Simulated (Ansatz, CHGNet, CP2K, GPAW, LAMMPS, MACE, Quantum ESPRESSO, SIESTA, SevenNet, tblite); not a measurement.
**Amorphous 71GeO2-29Lu2O3 (mol %) (61 atoms) in Quantum ESPRESSO**

Wanted: Quantum ESPRESSO inputs and outputs for amorphous 71GeO2-29Lu2O3 (mol %) (61 atoms), checked against a plane-wave reference.

Main program and level: Quantum ESPRESSO 7.5; the method is named at each step.

**1. The structure**

The cell holds 61 atoms: 12 Ge, 10 Lu and 39 O. Cell: a = 9.737 Å, b = 9.737 Å, c = 9.737 Å, α = 90.0°, β = 90.0°, γ = 90.0°. 61 atoms (12 Ge, 10 Er, 39 O) placed at random at 5.59 g/cm³, melted at 5000 K for 10 ps at fixed volume with the Morse and Coulomb pair potential with partial charges (Pedone, Malavasi, Menziani, Cormack and Segre, J. Phys. Chem. B 110, 11780 (2006)). Quenched from 5000 K to 300 K at 20 K/ps and fixed volume, held 10 ps at zero pressure, then minimised at fixed cell. Then Er was replaced by Lu and the cell scaled by 1.003 (the potential has no terms for the new elements, so the cell is a start for a DFT relaxation).

The yardstick, on the same geometry:

```
method                                           : Kohn-Sham DFT, PBE, PAW, plane waves (Ansatz 0.2.0); cutoff 420 eV, Γ point, fermi-dirac smearing of 0.05 eV; PAW set soft_2
r.m.s. force component                           : 0.8796 eV/Å
longest force                                    : 2.694 eV/Å
pressure                                         : 0.8971 GPa
gap (highest filled to lowest empty level) : 2.07 eV
SCF cycles                                       : 11
time                                             : 9.4 s on 8 threads of Arm Neoverse V2, shared host
CPU time                                         : 64 s
```

**2. PBE, sssp-1.3.0-efficiency, 60/480 Ry**

Method: Kohn-Sham DFT, PBE, SSSP efficiency 1.3.0 pseudopotentials, plane waves.

pw.in

```
&control
  calculation = 'scf'
  pseudo_dir = './pseudo'
  outdir = './tmp'
  disk_io = 'none'
  tprnfor = .true.
  tstress = .true.
/
&system
  ibrav = 0
  nat = 61
  ntyp = 3
  ecutwfc = 60
  ecutrho = 480
  nosym = .true.
  occupations = 'smearing'
  smearing = 'fd'
  degauss = 0.003675
/
&electrons
  conv_thr = 3.0e-07
  electron_maxstep = 100
  mixing_beta = 0.4
  mixing_mode = 'plain'
  diagonalization = 'david'
/
ATOMIC_SPECIES
Ge 72.630 Ge.upf
Lu 174.967 Lu.upf
O 15.999 O.upf
CELL_PARAMETERS angstrom
9.73719 0.00000 0.00000
0.00000 9.73719 0.00000
0.00000 0.00000 9.73719
ATOMIC_POSITIONS crystal
Ge 0.82241 0.51060 0.25217
Ge 0.99609 0.21287 0.32606
Ge 0.87515 0.41423 0.82136
Ge 0.02992 0.81763 0.58292
Ge 0.34347 0.23994 0.29850
Ge 0.61941 0.05733 0.27722
Ge 0.47346 0.33220 0.59674
Ge 0.60179 0.73868 0.36767
Ge 0.66515 0.30057 0.03884
Ge 0.78932 0.18786 0.57028
Ge 0.18145 0.55436 0.77224
Ge 0.70211 0.87405 0.67380
Lu 0.27746 0.55536 0.47518
Lu 0.85159 0.71869 0.92956
Lu 0.13369 0.18586 0.65167
Lu 0.33706 0.24794 0.92144
Lu 0.92607 0.07028 0.97344
Lu 0.53572 0.87241 0.01970
Lu 0.34994 0.56738 0.12885
Lu 0.22782 0.90650 0.88134
Lu 0.08026 0.76830 0.19568
Lu 0.51723 0.58312 0.83413
O 0.64293 0.14910 0.12661
O 0.74934 0.04509 0.67492
O 0.59704 0.79806 0.79155
O 0.44940 0.10122 0.31192
O 0.61350 0.88037 0.25188
O 0.12401 0.15010 0.88116
O 0.95659 0.11584 0.18924
O 0.82700 0.29696 0.95324
O 0.12008 0.66639 0.61298
O 0.69817 0.41586 0.16642
O 0.39886 0.34416 0.43144
O 0.54531 0.64809 0.04646
O 0.02905 0.85615 0.97860
O 0.62992 0.82906 0.51845
O 0.54958 0.34414 0.91557
O 0.11911 0.94762 0.66661
O 0.27490 0.46888 0.90875
O 0.75640 0.92083 0.97393
O 0.89272 0.29705 0.69336
O 0.17612 0.57223 0.27426
O 0.29028 0.69941 0.80539
O 0.71924 0.12128 0.40498
O 0.39991 0.03437 0.94970
O 0.87199 0.80341 0.67614
O 0.92010 0.37532 0.31709
O 0.17438 0.21664 0.33595
O 0.74942 0.53705 0.82722
O 0.44743 0.65720 0.35398
O 0.02252 0.83331 0.40907
O 0.73301 0.62008 0.35788
O 0.89790 0.62200 0.13563
O 0.01132 0.53102 0.84278
O 0.44775 0.50152 0.63956
O 0.36383 0.32489 0.14812
[... 1 atom lines left out ...]
O 0.28903 0.79342 0.09186
O 0.96074 0.15791 0.49245
O 0.17920 0.41540 0.64999
O 0.64373 0.29626 0.58965
K_POINTS gamma
```

The run is started by

```
$ OMP_NUM_THREADS=1 mpirun -np 4 pw.x -in pw.in > output.txt
```

What it wrote:

```text
Program PWSCF
     gamma-point specific algorithms are used
     one sub-group per band group will be used
     scalapack distributed-memory algorithm (size of sub-group:  2*  2 procs)
     Parallelization info
     sticks:   dense  smooth     PW     G-vecs:    dense   smooth      PW
     Min        3234    1620    403               276590    97880   12220
     Max        3236    1622    406               276596    97886   12223
     Sum       12941    6485   1617              1106373   391535   48885
     bravais-lattice index     =            0
     lattice parameter (alat)  =      18.4006  a.u.
     unit-cell volume          =    6230.1361 (a.u.)^3
     number of atoms/cell      =           61
     number of atomic types    =            3
     number of electrons       =       652.00
     number of Kohn-Sham states=          391
     kinetic-energy cutoff     =      60.0000  Ry
     charge density cutoff     =     480.0000  Ry
     scf convergence threshold =      3.0E-07
     mixing beta               =       0.4000
     number of iterations used =            8  plain     mixing
     Exchange-correlation= SLA  PW   PBX  PBC
                           (   1   4   3   4   0   0   0)
     crystal axes: (cart. coord. in units of alat)
               a(1) = (   1.000000   0.000000   0.000000 )
               a(2) = (   0.000000   1.000000   0.000000 )
               a(3) = (   0.000000   0.000000   1.000000 )
     reciprocal axes: (cart. coord. in units 2 pi/alat)
               b(1) = (  1.000000  0.000000  0.000000 )
               b(2) = (  0.000000  1.000000  0.000000 )
               b(3) = (  0.000000  0.000000  1.000000 )
     PseudoPot. # 1 for Ge:
     Pseudo is Ultrasoft + core correction, Zval = 14.0
     PseudoPot. # 2 for Lu:
     Pseudo is Projector augmented-wave + core cor, Zval = 25.0
     PseudoPot. # 3 for O :
     Pseudo is Projector augmented-wave + core cor, Zval =  6.0
     atomic species   valence    mass     pseudopotential
     Ge               14.00    72.63000     Ge( 1.00)
     Lu               25.00   174.96700     Lu( 1.00)
     O                 6.00    15.99900     O ( 1.00)
     No symmetry found
   Cartesian axes
     number of k points=     1  Fermi-Dirac smearing, width (Ry)=  0.0037
                       cart. coord. in units 2pi/alat
        k(    1) = (   0.0000000   0.0000000   0.0000000), wk =   2.0000000
     Dense  grid:   553187 G-vectors     FFT dimensions: ( 135, 135, 135)
     Smooth grid:   195768 G-vectors     FFT dimensions: (  96,  96,  96)
     Check: negative core charge=   -0.000001
     Initial potential from superposition of free atoms
     starting charge     651.9517, renormalised to     652.0000
     Starting wfcs are  584 randomized atomic wfcs
     Self-consistent Calculation
     iteration #  1     ecut=    60.00 Ry     beta= 0.40
     total energy              =  -14989.63199445 Ry
     estimated scf accuracy    <      19.04148406 Ry
     iteration #  2     ecut=    60.00 Ry     beta= 0.40
     total energy              =  -14994.63122891 Ry
     estimated scf accuracy    <       1.43577018 Ry
     iteration #  3     ecut=    60.00 Ry     beta= 0.40
     total energy              =  -14994.81078599 Ry
     estimated scf accuracy    <       0.27101097 Ry
     iteration #  4     ecut=    60.00 Ry     beta= 0.40
     c_bands:  1 eigenvalues not converged
     total energy              =  -14994.83393925 Ry
     estimated scf accuracy    <       0.07234949 Ry
     iteration #  5     ecut=    60.00 Ry     beta= 0.40
     total energy              =  -14994.83912234 Ry
     estimated scf accuracy    <       0.00978577 Ry
     iteration #  6     ecut=    60.00 Ry     beta= 0.40
     total energy              =  -14994.83975251 Ry
     estimated scf accuracy    <       0.00134876 Ry
     iteration #  7     ecut=    60.00 Ry     beta= 0.40
     total energy              =  -14994.84020996 Ry
     estimated scf accuracy    <       0.00022907 Ry
     iteration #  8     ecut=    60.00 Ry     beta= 0.40
     total energy              =  -14994.84021528 Ry
     estimated scf accuracy    <       0.00006600 Ry
     iteration #  9     ecut=    60.00 Ry     beta= 0.40
     total energy              =  -14994.84022950 Ry
     estimated scf accuracy    <       0.00000227 Ry
     iteration # 10     ecut=    60.00 Ry     beta= 0.40
     total energy              =  -14994.84023039 Ry
     estimated scf accuracy    <       0.00000075 Ry
     iteration # 11     ecut=    60.00 Ry     beta= 0.40
     End of self-consistent calculation
          k = 0.0000 0.0000 0.0000 ( 24443 PWs)   bands (ev):
   -47.9879 -47.6159 -47.5883 -47.5639 -47.4101 -47.1851 -47.1537 -47.0734
   -47.0037 -46.9636 -18.7860 -18.7402 -18.5961 -18.4961 -18.4364 -18.4350
   -18.4299 -18.3949 -18.3286 -18.3068 -18.2683 -18.2303 -18.2016 -18.1439
   -18.1334 -18.0879 -18.0384 -18.0162 -17.9215 -17.9064 -17.8591 -17.8576
   -17.8295 -17.8064 -17.7866 -17.7756 -17.7716 -17.7533 -17.7503 -17.7355
   -17.7110 -17.6857 -17.6733 -17.6374 -17.6193 -17.5838 -17.5815 -17.5788
   -17.5689 -17.5285 -17.5222 -17.5189 -17.4915 -17.4622 -17.4504 -17.4390
   -17.4376 -17.4305 -17.4077 -17.4048 -17.3862 -17.3840 -17.3750 -17.3722
   -17.3605 -17.3349 -17.3207 -17.3086 -17.3014 -17.2875 -17.2770 -17.2594
   -17.2218 -17.2124 -17.1921 -17.1693 -17.1422 -17.1331 -17.1092 -17.0957
   -17.0639 -17.0574 -17.0424 -17.0265 -17.0205 -17.0048 -17.0038 -16.9577
   -16.7529 -16.7233 -16.7074 -16.6982 -16.6257 -16.6029 -16.5940 -16.5615
[...]
12.4914  12.5085  12.5710  12.6591  12.7626  12.7800  12.8630  12.9854
    13.0453  13.0929  13.1069  13.2112  13.2494  13.3678  13.3849  13.4516
    13.4771  13.5108  13.5409  13.5724  13.6403  13.7084  13.7701  13.8409
    13.9858  14.0061  14.0329  14.1196  14.1620  14.2579  14.3474  14.3561
    14.4268  14.4898  14.5631  14.5880  14.6834  14.7209  14.7768  14.8160
    14.8820  14.9147  15.0471  15.1445  15.1865  15.2215  15.2922
     the Fermi energy is     8.0593 ev
!    total energy              =  -14994.84023063 Ry
     estimated scf accuracy    <       0.00000008 Ry
     smearing contrib. (-TS)   =      -0.00000000 Ry
     internal energy E=F+TS    =  -14994.84023063 Ry
     The total energy is F=E-TS. E is the sum of the following terms:
     one-electron contribution =   -7883.94205856 Ry
     hartree contribution      =    3971.46940278 Ry
     xc contribution           =   -1409.78599534 Ry
     ewald contribution        =   -4380.26921723 Ry
     one-center paw contrib.   =   -5292.31236228 Ry
     convergence has been achieved in  11 iterations
     Forces acting on atoms (cartesian axes, Ry/au):
     atom    1 type  1   force =    -0.00383095   -0.03416474   -0.04306932
     atom    2 type  1   force =    -0.02756256    0.02343196   -0.05227621
     atom    3 type  1   force =    -0.02187907    0.02162281    0.00500113
     atom    4 type  1   force =     0.00056977    0.00902855   -0.02192359
     atom    5 type  1   force =     0.03017997   -0.00364274   -0.02355688
     atom    6 type  1   force =     0.00874390    0.07474622    0.07329296
     atom    7 type  1   force =    -0.00040337   -0.03983671    0.00426190
     atom    8 type  1   force =     0.00259488   -0.01249025    0.03420374
     atom    9 type  1   force =     0.01248904    0.04287420    0.01043701
     atom   10 type  1   force =    -0.06234678   -0.01411231   -0.02636593
     atom   11 type  1   force =     0.00316751   -0.01303277   -0.00897740
     atom   12 type  1   force =     0.03680847    0.00388820   -0.05166629
[...]
atom   57 type  3   force =    -0.05284552   -0.04798494    0.04830924
     atom   58 type  3   force =    -0.02409941   -0.01866281    0.00105389
     atom   59 type  3   force =     0.01257330   -0.00986640    0.05728287
     atom   60 type  3   force =     0.00234383   -0.01798785   -0.03383830
     atom   61 type  3   force =     0.05295520    0.02039470    0.00585701
     Total force =     0.454614     Total SCF correction =     0.001118
     Computing stress (Cartesian axis) and pressure
          total   stress  (Ry/bohr**3)                   (kbar)     P=        6.20
   0.00003720  -0.00008424   0.00003507            5.47      -12.39        5.16
  -0.00008424  -0.00004876   0.00006819          -12.39       -7.17       10.03
   0.00003507   0.00006819   0.00013793            5.16       10.03       20.29
     Message from routine punch:
     Nothing written, as per user request (disk_io='none')
```

The job ended after 3.4 min (4 MPI ranks of Arm Neoverse V2, shared host; peak memory 5.9 GiB; 14 min of CPU time).

Banners and routine set-up lines are dropped from the logs; longer cuts are marked.

Compared with the plane-wave run:

- r.m.s. force component: 0.864 eV/Å
- r.m.s. difference of force components: 19.89 meV/Å
- longest difference of force vectors: 68.6 meV/Å
- force difference over r.m.s. force: 2.261 %
- slope of forces against the reference's: 0.9822
- correlation of force components: 0.9999
- gap (highest filled to lowest empty level): 2.063 eV
- gap difference: -0.0067 eV
- pressure: 0.6197 GPa
- pressure difference: -0.2774 GPa

Length of the force difference by element (eV/Å):

| element | atoms | mean | most |
| --- | --- | --- | --- |
| Ge | 12 | 0.017 | 0.024 |
| Lu | 10 | 0.017 | 0.030 |
| O | 39 | 0.038 | 0.069 |

Levels nearest the highest filled one (eV from it): -0.91, -0.89, -0.88, -0.81, -0.75, -0.61, -0.51, -0.46, -0.43, -0.27, -0.26, 0.00, 2.06, 3.72, 3.87, 4.05, 4.26, 4.34, 4.56, 4.63, 4.66, 4.85, 4.93, 5.01.

A closer look about Ge11, which has 5 bonded neighbours where the commonest count for Ge is 4: 10 atoms, nearest first, numbered in the order of the input, with positions taken from that point.

| atom | x | y | z | distance (Å) | bonds | Fx | Fy | Fz (eV/Å) |
| --- | --- | --- | --- | --- | --- | --- | --- | --- |
| Ge11 | 0.00 | 0.00 | 0.00 | 0.00 | 5 | 0.08 | -0.34 | -0.23 |
| O43 | 1.06 | 1.41 | 0.32 | 1.79 | 3 | 0.85 | 1.13 | 0.11 |
| O60 | -0.02 | -1.35 | -1.19 | 1.80 | 3 | 0.06 | -0.46 | -0.87 |
| O54 | -1.66 | -0.23 | 0.69 | 1.81 | 3 | -0.50 | 0.80 | 1.01 |
| O39 | 0.91 | -0.83 | 1.33 | 1.81 | 4 | 1.25 | -0.55 | 1.50 |
| O31 | -0.60 | 1.09 | -1.55 | 1.99 | 3 | 0.59 | -1.33 | -0.56 |
| O55 | 2.59 | -0.51 | -1.29 | 2.94 | 3 | 0.10 | 1.27 | 0.03 |
| Lu13 | 0.93 | 0.01 | -2.89 | 3.04 | 6 | -0.66 | 0.23 | -0.31 |
| Ge3 | -2.98 | -1.36 | 0.48 | 3.31 | 4 | -0.56 | 0.56 | 0.13 |
| Lu22 | 3.27 | 0.28 | 0.60 | 3.34 | 7 | 0.17 | -0.48 | -0.05 |

Forces lie 2.3 % from the reference's, at 13 times its CPU time (on 4 against 8 cores).

**3. PBE, sssp-1.3.0-efficiency, 60/480 Ry, paro**

Method: Kohn-Sham DFT, PBE, SSSP efficiency 1.3.0 pseudopotentials, plane waves.

Changes to pw.in since step 2:

```diff
@@ -24,3 +24,3 @@
   mixing_mode = 'plain'
-  diagonalization = 'david'
+  diagonalization = 'paro'
 /
```

What it wrote:

```text
[banner, memory and clock lines left out]
Program PWSCF
     gamma-point specific algorithms are used
     one sub-group per band group will be used
     bravais-lattice index     =            0
     lattice parameter (alat)  =      18.4006  a.u.
     unit-cell volume          =    6230.1361 (a.u.)^3
     number of atoms/cell      =           61
     number of atomic types    =            3
     number of electrons       =       652.00
[... lines left out ...]
     scf convergence threshold =      3.0E-07
[... lines left out ...]
     number of k points=     1  Fermi-Dirac smearing, width (Ry)=  0.0037
[... lines left out ...]
     total energy              =  -14990.14973763 Ry
[... lines left out ...]
     total energy              =  -14994.49215775 Ry
[... lines left out ...]
     total energy              =  -14994.80510865 Ry
[... lines left out ...]
     total energy              =  -14994.84023007 Ry
[... lines left out ...]
     total energy              =  -14994.84023055 Ry
[... lines left out ...]
   -47.0035 -46.9635 -18.7858 -18.7400 -18.5960 -18.4960 -18.4364 -18.4349
   -18.4298 -18.3949 -18.3285 -18.3068 -18.2682 -18.2302 -18.2015 -18.1438
[...]
13.9859  14.0062  14.0329  14.1196  14.1620  14.2579  14.3474  14.3561
    14.4268  14.4898  14.5631  14.5880  14.6834  14.7208  14.7768  14.8160
    14.8820  14.9147  15.0471  15.1444  15.1861  15.2205  15.2915
     the Fermi energy is     8.0587 ev
!    total energy              =  -14994.84023064 Ry
     estimated scf accuracy    <       0.00000005 Ry
     smearing contrib. (-TS)   =      -0.00000000 Ry
     internal energy E=F+TS    =  -14994.84023064 Ry
     The total energy is F=E-TS. E is the sum of the following terms:
     one-electron contribution =   -7883.94149408 Ry
     hartree contribution      =    3971.46937181 Ry
     xc contribution           =   -1409.78637701 Ry
     ewald contribution        =   -4380.26921723 Ry
     one-center paw contrib.   =   -5292.31251414 Ry
     convergence has been achieved in  11 iterations
     Forces acting on atoms (cartesian axes, Ry/au):
     atom    1 type  1   force =    -0.00383980   -0.03414003   -0.04305600
     atom    2 type  1   force =    -0.02758708    0.02345332   -0.05224317
     atom    3 type  1   force =    -0.02184824    0.02163903    0.00498008
[...]
atom   60 type  3   force =     0.00234672   -0.01797919   -0.03381754
     atom   61 type  3   force =     0.05294406    0.02039620    0.00587175
     Total force =     0.454553     Total SCF correction =     0.000999
     Computing stress (Cartesian axis) and pressure
          total   stress  (Ry/bohr**3)                   (kbar)     P=        5.90
   0.00003518  -0.00008424   0.00003507            5.17      -12.39        5.16
  -0.00008424  -0.00005078   0.00006820          -12.39       -7.47       10.03
   0.00003507   0.00006820   0.00013593            5.16       10.03       20.00
     Message from routine punch:
     Nothing written, as per user request (disk_io='none')
```

Run time: 6.2 min. Hardware: 4 MPI ranks; peak memory 5.8 GiB.

Against the reference:

```
r.m.s. force component                           : 0.8639 eV/Å
r.m.s. difference of force components            : 20.1 meV/Å
longest difference of force vectors              : 69.14 meV/Å
force difference over r.m.s. force               : 2.285 %
slope of forces against the reference's          : 0.9821
correlation of force components                  : 0.9999
gap (highest filled to lowest empty level) : 2.063 eV
gap difference                                   : -0.0067 eV
pressure                                         : 0.59 GPa
pressure difference                              : -0.3071 GPa
energy less the same-level run's                 : 0 meV/atom
r.m.s. force difference from the same-level run  : 1.426 meV/Å
```

Against the first run (2.3 %), the force difference from the reference is 2.3 %, at 1.8 times the CPU time: another solver or mixer reaches the same state.

[end of part 1 of 2]

[Long decimals in the printed logs are rounded to 6 places.]

[Also dropped from logs without a mark: lines with file paths, logging warnings of Python, QE's lines on negative density and diagonalisation, SIESTA's first energy breakdown, zero terms and Voronoi charges.]

[Logs are printed without paths, hosts, clocks, repeated set-up lines and the standing remarks that a program may print on its own settings, such as how far it seeks lower states.]

[Hosts, paths, dates, database ids (printed as entryN), source tags and the programs' standing remarks are cut or masked in the printed files.]

[Most failed runs of this program on this cell are left out, timed-out ones always.]
